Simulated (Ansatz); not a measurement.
# Convergence of a linear-scaling basis for MoS2, the end x = 0 of the monolayer 2H MoS2-MoSe2 line (75 atoms), part 2 of 2

Aim: test how closely localised support functions follow the reference on MoS2, the end x = 0 of the monolayer 2H MoS2-MoSe2 line (75 atoms), and at what cost. A setting counts as converged where the r.m.s. difference of forces stays under 1 % of the r.m.s. force.

Ansatz 0.2.0; Kohn-Sham DFT, PBE, PAW (set soft_2), plane waves.

The cell: 25 Mo and 50 S. The host structure and its lattice constant were typed by rule, without a check against the phase diagram. Beside vacuum, support functions can miss their usual error bounds without a warning. The Brillouin zone is sampled at Γ only, in a cell whose shortest periodic width is 14 Å.

So far. Step 12 (Support functions medium, spacing 0.197 Å): Forces differ from the reference by 0.22 meV/Å r.m.s., 0.059 % of their size, well within a tolerance of 1 %; the energy by +0.080 meV/atom. It took 2.3 times the reference's time (shared host, so rough). The two runs also began from different starting densities, which bears on cycles and time.

## 15. The first run in detail

The first run, on the default basis, asked for the full analyses, so its electronic structure is set out here.

Length of the force by element:

```tsv
element	coordination	atoms	mean length of the force (eV/Å)	spread	least	most
Mo	all	25	0.846	0.262	0.347	1.38
S	all	50	0.443	0.189	0.170	1.02
```

Löwdin charges by element (they lack the spilled electrons, 0.067 e an atom on average):

```tsv
element	coordination	atoms	mean charge (e)	spread	least	most
Mo	all	25	0.335	0.0055	0.325	0.345
S	all	50	-0.0667	0.0102	-0.0877	-0.0347
```

States in the cell by windows of 1 eV, zero at the Fermi level; the larger projections on atomic orbitals stand beside the total:

```tsv
from (eV)	to (eV)	total	S p	Mo d	S s
-18	-15	0.0	0.0	0.0	0.0
-15	-14	1.5	0.0	0.0	0.8
-14	-13	12.5	0.4	0.2	7.7
-13	-12	67.9	1.9	7.1	55.2
-12	-11	18.1	0.2	3.0	14.8
-11	-6	0.0	0.0	0.0	0.0
-6	-5	50.1	30.8	15.2	1.1
-5	-4	38.1	24.3	11.7	1.1
-4	-3	83.2	50.1	25.3	4.3
-3	-2	56.8	33.8	20.9	0.6
-2	-1	69.3	54.3	12.1	1.7
-1	0	51.5	16.0	33.0	0.7
0	1	1.1	0.4	0.7	0.0
1	2	8.6	2.6	5.5	0.1
2	3	103.4	33.8	63.1	2.1
```

With fixed occupations the program's Fermi level is the highest filled level; weight inside the gap is the broadening of levels at its edges.

The stored curve holds about 450 of the 650 electrons; the rest, give or take the few that broadening carries across the Fermi level, lie in deeper levels below its range.

The levels nearest the highest filled one (over half full), pooled over k-points and spins:

```tsv
level less the highest filled one (eV)	occupation
-0.244	2
-0.235	2
-0.200	2
-0.192	2
-0.182	2
0	2
1.95	0
1.97	0
1.99	0
1.99	0
2.00	0
2.02	0
```

Planar average of the electrostatic potential energy along the normal, with the Fermi level as zero, after a running mean with a triangular window 4 Å wide at its base:

```tsv
height (Å)	potential energy (eV)
0.0	5.95
0.6	5.95
1.0	5.95
1.6	5.95
2.1	5.95
2.7	5.95
3.1	5.95
3.7	5.95
4.1	5.94
4.7	5.87
5.2	5.65
5.8	4.60
6.4	2.50
6.8	0.31
7.4	-3.43
7.8	-6.24
8.4	-9.15
8.9	-10.66
9.5	-10.97
9.9	-9.75
10.5	-7.10
11.0	-4.43
11.5	-0.58
12.0	1.82
12.6	4.16
13.2	5.48
13.6	5.83
14.2	5.93
14.7	5.94
15.2	5.95
15.7	5.95
16.3	5.95
16.7	5.95
17.3	5.95
17.8	5.95
18.4	5.95
```

Electrostatic potential energy in the ca plane at fractional y = 0.065, with atoms of S within 0.2 Å of it. With pseudopotentials it is smooth inside the atoms' cores, unlike the true potential.

Ten even steps from '0' (-34 eV) to '9' (5 eV), each cell a mean:
```
99999999999999997313677741259999999999999999
99999999999999995010488710028999999999999999
99999999999999998423777753369999999999999999
99999999999999999988744688999999999999999999
99999999999999999888754677899999999999999999
99999999999999997201678730148999999999999999
99999999999999995000488710028999999999999999
99999999999999998545777764479999999999999999
99999999999999999998643588999999999999999999
99999999999999999767765677789999999999999999
99999999999999996101588720038999999999999999
99999999999999995000588720028999999999999999
99999999999999998756766775689999999999999999
99999999999999999998743588999999999999999999
99999999999999998656766775589999999999999999
99999999999999995000588710028999999999999999
99999999999999996101588730038999999999999999
99999999999999999877765677789999999999999999
99999999999999999988743578999999999999999999
99999999999999998434777754479999999999999999
99999999999999995010488600028999999999999999
99999999999999997312677731159999999999999999
99999999999999999888754678899999999999999999
99999999999999999988754688899999999999999999
```
Columns run along c (18.5 Å; values clipped at the 3rd and 97th percentile), rows up along a (15.9 Å). Atoms in or near the plane, at fractional coordinates: S at (0.58, 0.13), S at (0.42, 0.13), S at (0.58, 0.33), S at (0.42, 0.33), S at (0.58, 0.53), S at (0.41, 0.53), S at (0.58, 0.73), S at (0.42, 0.73), S at (0.58, 0.93), S at (0.42, 0.93).

Valence density in the ca plane at fractional y = 0.065, with atoms of S within 0.2 Å of it. It is the smooth field of the valence electrons, not physical close to the nuclei.

Ten even steps from '0' (0.0 e/Å³) to '9' (1.1 e/Å³), each cell a mean:
```
00000000000000013788532478852000000000000000
00000000000000016948732495793000000000000000
00000000000000003687532468741000000000000000
00000000000000000122357422100000000000000000
00000000000000001233356433310000000000000000
00000000000000014889632488872000000000000000
00000000000000016948732495793000000000000000
00000000000000002577433357631000000000000000
00000000000000000112368421100000000000000000
00000000000000001344445444320000000000000000
00000000000000015979632488882000000000000000
00000000000000016969632497783000000000000000
00000000000000001455444445521000000000000000
00000000000000000112368422100000000000000000
00000000000000002465433356531000000000000000
00000000000000016959632496793000000000000000
00000000000000015979632488872000000000000000
00000000000000001344345444320000000000000000
00000000000000000122368422100000000000000000
00000000000000003677533467631000000000000000
00000000000000016948732595793000000000000000
00000000000000014788532488862000000000000000
00000000000000000123356433210000000000000000
00000000000000000122356422210000000000000000
```
Columns run along c (18.5 Å), rows up along a (15.9 Å). Atoms in or near the plane, at fractional coordinates: S at (0.58, 0.13), S at (0.42, 0.13), S at (0.58, 0.33), S at (0.42, 0.33), S at (0.58, 0.53), S at (0.41, 0.53), S at (0.58, 0.73), S at (0.42, 0.73), S at (0.58, 0.93), S at (0.42, 0.93).

Mean Löwdin charges: Mo +0.33, S -0.07 e (they miss 0.78 % of the electrons, so they add up to more than the cell's charge). Charges this small depend on the projection, at times even in sign. The largest share in the top eV of filled states is Mo d (65 % of the projected weight), and in the lowest eV of empty states Mo d (63 % of the projected weight). The potential stands 5.95 eV above the highest filled level over the upper face and 5.95 eV under the lower one, a reading of the ionisation potential at this level on the run's k-points.

## 16. Structure statistics

Bonds and neighbours are counted at the geometry of the runs.

Normalised to the volume that the atoms fill. Pair distribution functions g(r), in bins of 0.1 Å:

```tsv
r (Å)	total	S-S	S-Mo	Mo-Mo
2.25	0.00	0.00	0.00	0.00
2.35	2.63	0.00	5.92	0.00
2.45	5.68	0.00	12.80	0.00
2.55	0.00	0.00	0.00	0.00
2.65	0.00	0.00	0.00	0.00
2.75	0.00	0.00	0.00	0.00
2.85	0.00	0.00	0.00	0.00
2.95	0.00	0.00	0.00	0.00
3.05	0.07	0.15	0.00	0.00
3.15	6.41	10.00	0.00	17.60
3.25	1.52	2.44	0.00	3.91
3.35	0.00	0.00	0.00	0.00
3.45	0.00	0.00	0.00	0.00
3.55	0.00	0.00	0.00	0.00
3.65	0.00	0.00	0.00	0.00
3.75	0.00	0.00	0.00	0.00
3.85	0.00	0.00	0.00	0.00
3.95	1.84	0.00	4.14	0.00
4.05	1.19	0.00	2.68	0.00
4.15	0.00	0.00	0.00	0.00
4.25	0.00	0.00	0.00	0.00
4.35	0.02	0.04	0.00	0.00
4.45	2.21	4.97	0.00	0.00
4.55	0.20	0.46	0.00	0.00
4.65	0.00	0.00	0.00	0.00
4.75	0.00	0.00	0.00	0.00
4.85	0.00	0.00	0.00	0.00
4.95	0.00	0.00	0.00	0.00
5.05	1.73	0.00	3.89	0.00
5.15	1.99	0.00	4.47	0.00
5.25	0.00	0.00	0.00	0.00
5.35	0.00	0.00	0.00	0.00
5.45	0.99	1.50	0.00	2.91
5.55	1.40	2.09	0.00	4.27
5.65	0.00	0.00	0.00	0.00
5.75	0.00	0.00	0.00	0.00
5.85	0.00	0.00	0.00	0.00
5.95	0.00	0.00	0.00	0.00
6.05	0.00	0.00	0.00	0.00
6.15	0.00	0.00	0.00	0.00
6.25	0.12	0.26	0.00	0.00
6.35	2.74	4.91	0.00	4.96
6.45	0.15	0.23	0.00	0.42
6.55	0.00	0.00	0.00	0.00
```

Bonds by pair of elements; cutoffs follow the first minimum of g(r), held within bounds set by covalent radii, and pairs that aren't listed don't count as bonded:

```tsv
pair A-B	cutoff (Å)	bonds	mean length (Å)	spread (Å)	shortest (Å)	B about A	A about B
S-Mo	3.03	150	2.42	0.026	2.35	3	6
```

How many atoms have how many bonded neighbours:

```tsv
element	mean	3	6
Mo	6	0	25
S	3	50	0
```

For some of the pairs, g(r) has its first main peak near 3.17 Å (S-S), 2.41 Å (S-Mo) and 3.18 Å (Mo-Mo). By these cutoffs all Mo atoms have 6 and all S atoms have 3 bonded neighbours.

Local excerpt of 13 atoms (numbers count through the whole input) about Mo58, which bears the longest force; x, y, z are measured from there.

```tsv
atom	x	y	z	distance (Å)	bonds	Löwdin charge (e)	Fx	Fy	Fz (eV/Å)
Mo58	0.00	0.00	0.00	0.00	6	0.34	-0.22	-1.35	0.19
S60	1.57	0.88	-1.57	2.38	3	-0.07	0.31	-0.02	0.18
S44	-1.59	0.86	1.56	2.39	3	-0.06	-0.10	0.26	0.06
S59	1.57	0.86	1.60	2.40	3	-0.07	0.06	0.19	-0.22
S45	-1.63	0.88	-1.54	2.41	3	-0.05	0.55	0.07	-0.63
S42	0.02	-1.92	-1.54	2.46	3	-0.07	-0.48	0.56	-0.06
S41	-0.02	-1.90	1.60	2.48	3	-0.09	-0.08	0.42	-0.50
Mo61	1.55	2.71	0.01	3.12	6	0.34	0.90	-0.18	-0.13
Mo46	-1.62	2.71	-0.02	3.16	6	0.33	0.14	0.08	0.78
Mo43	-3.17	-0.04	-0.02	3.17	6	0.32	-0.77	-0.31	0.97
Mo73	3.17	-0.06	0.03	3.18	6	0.34	-0.11	0.50	-1.02
Mo55	1.58	-2.81	0.01	3.22	6	0.34	0.32	0.10	-0.19
Mo40	-1.64	-2.78	0.01	3.23	6	0.35	0.64	-0.60	0.08
```

The column of bonds counts only the pairs S-Mo within 3.03 Å; other neighbours, such as metal atoms beside each other in a compound, aren't counted, and periodic images can show an atom twice.

## 17. Results

```json
{"free energy per atom": "-2254.2629 eV/atom", "r.m.s. force component": "0.3725 eV/Å", "gap (highest filled to lowest empty level)": "1.951 eV", "potential in mid-vacuum, over the Fermi level": "5.949 eV", "wall time of the 11 DFT runs": "36 min"}
```

**Reading.** Against plane waves at 750 eV, the forces differ by 0.15 meV/Å (0.041 %) with support functions medium, and by 0.032 meV/Å in the closest run (support functions high). At 75 atoms the fastest of the runs at a preset level, support functions low, takes 1.6 times the time of plane waves, in 13 SCF cycles against 12. Differences between support functions and plane waves include what basis error the plane-wave run still has. As the typed spacing goes from 0.197 to 0.444 Å, the force difference goes from 0.22 to 130 meV/Å (not steadily; the least is 0.17 at 0.222 Å), and the time from 4.7 min to 85 s.

The highest filled and lowest empty levels differ by 1.95 eV at Γ alone; the mesh holds the band edges only if they fold onto it, so the gap at this level can be narrower or closed, and states at the surface or the caps may set it. The potential stands 5.95 eV above the highest filled level over the upper face and 5.95 eV under the lower one, a reading of the ionisation potential at this level on the run's k-points. With the cutoffs above, all Mo atoms have 6 and all S atoms have 3 bonded neighbours.

What to keep in mind: The geometry was built by rule, was displaced at random and isn't relaxed at this level: its force components are 0.37 eV/Å r.m.s.

[Logs are printed without paths, hosts, clocks, repeated set-up lines and the standing remarks that a program may print on its own settings, such as how far it seeks lower states.]

[Hosts, paths, dates, database ids (printed as entryN), source tags and the programs' standing remarks are cut or masked in the printed files.]
